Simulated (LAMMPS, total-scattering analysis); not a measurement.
# Heating zinc-blende solid solution (S0.39,Se0.45,Te0.16)Cd: displacement factors, expansion and melting

The crystal is built from its structure type, relaxed with the potential and heated at zero pressure by classical molecular dynamics (LAMMPS) with the Stillinger-Weber II-VI potential (Zhou et al., Phys. Rev. B 88, 085309 (2013)); 512 atoms (Cd 50.0, S 19.7, Se 22.5, Te 7.8 atom %). Uiso is the variance of an atom's position about its mean, per direction. The dynamics are classical, so there is no zero-point motion. Distances and their variances come from the pair functions; G(r) = 4πrρ₀[g(r) − 1], where it appears, has X-ray or neutron weights and the resolution of a Lorch transform up to 20 Å⁻¹. All values are simulated. The potential was fitted to tetrahedral crystals; it favours four neighbours in the liquid and keeps the solid to temperatures at which the real compounds have long melted or sublimed.

A short relaxation of cell and atoms comes first; the barostat, one for each edge, then takes the cell to the potential's own size.

cell.lmp:

```
zinc-blende solid solution (S0.39,Se0.45,Te0.16)Cd

512 atoms
4 atom types

0 25.92000 xlo xhi
0 25.92000 ylo yhi
0 25.92000 zlo zhi

Masses

1 112.4140  # Cd
2 32.0600  # S
3 78.9710  # Se
4 127.6000  # Te

Atoms # atomic

1 1 0.00000 0.00000 0.00000
2 1 0.00000 3.24000 3.24000
3 1 3.24000 0.00000 3.24000
4 1 3.24000 3.24000 0.00000
5 1 0.00000 0.00000 6.48000
6 1 0.00000 3.24000 9.72000
7 1 3.24000 0.00000 9.72000
8 1 3.24000 3.24000 6.48000
9 1 0.00000 0.00000 12.96000
10 1 0.00000 3.24000 16.20000
11 1 3.24000 0.00000 16.20000
12 1 3.24000 3.24000 12.96000
13 1 0.00000 0.00000 19.44000
14 1 0.00000 3.24000 22.68000
15 1 3.24000 0.00000 22.68000
16 1 3.24000 3.24000 19.44000
17 1 0.00000 6.48000 0.00000
18 1 0.00000 9.72000 3.24000
19 1 3.24000 6.48000 3.24000
20 1 3.24000 9.72000 0.00000
21 1 0.00000 6.48000 6.48000
22 1 0.00000 9.72000 9.72000
23 1 3.24000 6.48000 9.72000
24 1 3.24000 9.72000 6.48000
25 1 0.00000 6.48000 12.96000
26 1 0.00000 9.72000 16.20000
27 1 3.24000 6.48000 16.20000
28 1 3.24000 9.72000 12.96000
29 1 0.00000 6.48000 19.44000
30 1 0.00000 9.72000 22.68000
31 1 3.24000 6.48000 22.68000
32 1 3.24000 9.72000 19.44000
33 1 0.00000 12.96000 0.00000
34 1 0.00000 16.20000 3.24000
35 1 3.24000 12.96000 3.24000
36 1 3.24000 16.20000 0.00000
37 1 0.00000 12.96000 6.48000
38 1 0.00000 16.20000 9.72000
39 1 3.24000 12.96000 9.72000
40 1 3.24000 16.20000 6.48000
41 1 0.00000 12.96000 12.96000
42 1 0.00000 16.20000 16.20000
43 1 3.24000 12.96000 16.20000
[... further atoms left out ...]
```

The input, in.lmp:

```
# heating of zinc-blende solid solution (S0.39,Se0.45,Te0.16)Cd
units metal
atom_style atomic
boundary p p p
read_data cell.lmp
replicate 1 1 1
pair_style sw
pair_coeff * * CdTeZnSeHgS0.sw Cd S Se Te
neigh_modify delay 0 every 1 check yes
thermo_style custom step time temp pe press density lx ly lz
thermo_modify norm yes
timestep 0.002
thermo 100
fix br all box/relax aniso 0.0
minimize 1e-8 1e-6 500 5000
unfix br
reset_timestep 0
velocity all create 200 2333 mom yes dist gaussian
thermo 750
fix md all npt temp 100 100 0.2 aniso 0 0 2
run 1500 post no
unfix md
print "== production at 100 K"
dump d all custom 100 s0.traj id type xu yu zu
dump_modify d sort id format float %.3f
thermo 62
fix md all npt temp 100 100 0.2 aniso 0 0 2
run 2500 post no
unfix md
undump d
[... 4 more blocks of the same form, at 300 K, 750 K, 980 K and 1200 K ...]
thermo 500
fix md all npt temp 1200 1980 0.2 aniso 0 0 2
run 1000 post no
unfix md
thermo 750
fix md all npt temp 1980 1980 0.2 aniso 0 0 2
run 1500 post no
unfix md
print "== production at 1980 K"
dump d all custom 100 s5.traj id type xu yu zu
dump_modify d sort id format float %.3f
thermo 62
fix md all npt temp 1980 1980 0.2 aniso 0 0 2
run 2500 post no
unfix md
undump d
```

```console
$ lmp -in in.lmp -log none -nocite
```

```text
[a thinned log: between the lines shown up to 5 are left out unmarked, longer gaps are marked]
LAMMPS (22 Jul 2025 - Update 4)
Reading data file ...
  orthogonal box = (0 0 0) to (25.92 25.92 25.92)
  512 atoms
  orthogonal box = (0 0 0) to (25.92 25.92 25.92)
  512 atoms
WARNING: Energy due to 3 extra global DOFs will be included in minimizer energies
   Step          Time           Temp          PotEng         Press         Density           Lx             Ly             Lz
         0   0              0             -2.3110575     -85349.992      4.40557        25.92          25.92          25.92
       100   0.2            0             -2.3621956     -76635.472      4.5404252      25.6608        25.6608        25.6608
       200   0.4            0             -2.4065889     -66807.481      4.6808409      25.4016        25.4016        25.4016
       300   0.6            0             -2.4437798     -55778.661      4.8271067      25.1424        25.1424        25.1424
       400   0.8            0             -2.4732962     -43456.623      4.9795293      24.8832        24.883202      24.883204
       500   1              0             -2.4946549     -29746.309      5.1384287      24.624         24.624018      24.624036
[... 12 lines left out ...]
== production at 100 K (one thermo line in eight is kept)
      1500   3              101.58222     -2.5332519     -487.91062      5.4490512      24.141996      24.148422      24.150398
[... 13 lines left out ...]
      5250   10.5           305.51368     -2.5084662      156.5092       5.4321873      24.170469      24.173491      24.17174
== production at 300 K (one thermo line in eight is kept)
[... 9 lines left out ...]
      9000   18             293.90534     -2.5105526     -1363.1534      5.4178322      24.203607      24.187928      24.188158
[... 9 lines left out ...]
== production at 750 K (one thermo line in eight is kept)
     12462   24.924         724.94711     -2.45068       -2709.917       5.350344       24.296654      24.290188      24.296742
[... 14 lines left out ...]
== production at 980 K (one thermo line in eight is kept)
[... 19 lines left out ...]
== production at 1200 K (one thermo line in eight is kept)
[... 6 lines left out ...]
     23932   47.864         1134.9476     -2.388173      -836.18275      5.327222       24.305212      24.368297      24.315416
[... 10 lines left out ...]
     26500   53             2100.9665     -2.2473538      2105.3359      5.2396692      24.579376      24.575471      24.239884
Loop time of 0.776614 s on 1 MPI rank(s) for 1500 steps with 512 atoms
== production at 1980 K (one thermo line in eight is kept)
   Step          Time           Temp          PotEng         Press         Density           Lx             Ly             Lz
     26500   53             2100.9665     -2.2473538      2105.336       5.2396692      24.579376      24.575471      24.239884
     26970   53.94          1956.7933     -2.2502073      3901.2139      5.2583146      24.328499      24.324396      24.654894
     27466   54.932         1933.8098     -2.2610629      5951.0491      5.290067       24.482816      24.554633      24.124099
     27962   55.924         2134.0448     -2.2622284      5314.2159      5.2725028      24.26905       24.248617      24.72581
     28458   56.916         2124.9462     -2.2457844      6391.6674      5.2730127      24.508494      24.591473      24.140547
     28954   57.908         2075.6496     -2.2640576      4585.4613      5.2713581      24.357852      24.315159      24.573582
Loop time of 1.30293 s on 1 MPI rank(s) for 2500 steps with 512 atoms
```

Time and hardware: 13 s on 1 thread of Arm Neoverse V2, on a shared host, peak memory 0.11 GiB.

| T (K) | state | cell edges (Å) | Uiso Cd (Å²) | Uiso S (Å²) | Uiso Se (Å²) | Uiso Te (Å²) | Cd–Se mean (Å) | its variance (Å²) | density (g/cm³) |
| --- | --- | --- | --- | --- | --- | --- | --- | --- | --- |
| 100 | crystalline | 6.035 | 0.0020 | 0.0015 | 0.0015 | 0.0017 | 2.622 | 0.0014 | 5.453 |
| 300 | crystalline | 6.044 | 0.0058 | 0.0046 | 0.0049 | 0.0051 | 2.627 | 0.0041 | 5.429 |
| 750 | crystalline | 6.064 | 0.0137 | 0.0124 | 0.0137 | 0.0135 | 2.642 | 0.0102 | 5.376 |
| 980 | crystalline | 6.073 | 0.0205 | 0.0184 | 0.0204 | 0.0226 | 2.648 | 0.0130 | 5.352 |
| 1200 | crystalline | 6.083 | 0.0255 | 0.0231 | 0.0266 | 0.0281 | 2.656 | 0.0159 | 5.326 |
| 1980 | crystalline | 6.123 | 0.0510 | 0.0478 | 0.0544 | 0.0553 | 2.689 | 0.0308 | 5.222 |

In the harmonic range U = 3ħ²T/(M k θ²), a line through the origin. The rows at 100 and 300 K give, as effective values by element: Cd 1.93×10⁻⁵ Å²/K, θ = 259 K; S 1.52×10⁻⁵ Å²/K, θ = 546 K; Se 1.62×10⁻⁵ Å²/K, θ = 338 K; Te 1.70×10⁻⁵ Å²/K, θ = 259 K. At 300 K the first Cd–Se peak has variance 0.0041 Å², against 0.0106 Å² for independent atoms: neighbours move together (and where motion is anisotropic, less along the bond than Uiso suggests), which is what the δ₁ term models in PDF fits at high temperature. In a solid solution the peak also holds static size disorder, which Uiso about each atom's own mean leaves out. The mean volume expansion between 100 and 1980 K is 24×10⁻⁶ K⁻¹. At 1980 K, B = 8π²U = 4.37 Å² for Te, which damps this element's own term in Bragg intensity at Q = 6 Å⁻¹ to 14 %, and √(3U) is 0.15 of its nearest peak distance (Cd–Te, 2.75 Å). It is still a crystal at the highest temperature; were that near melting it would prove little, since a surface-free periodic cell held so briefly superheats.

[Logs are printed without paths, hosts, clocks, repeated set-up lines and the standing remarks that a program may print on its own settings, such as how far it seeks lower states.]
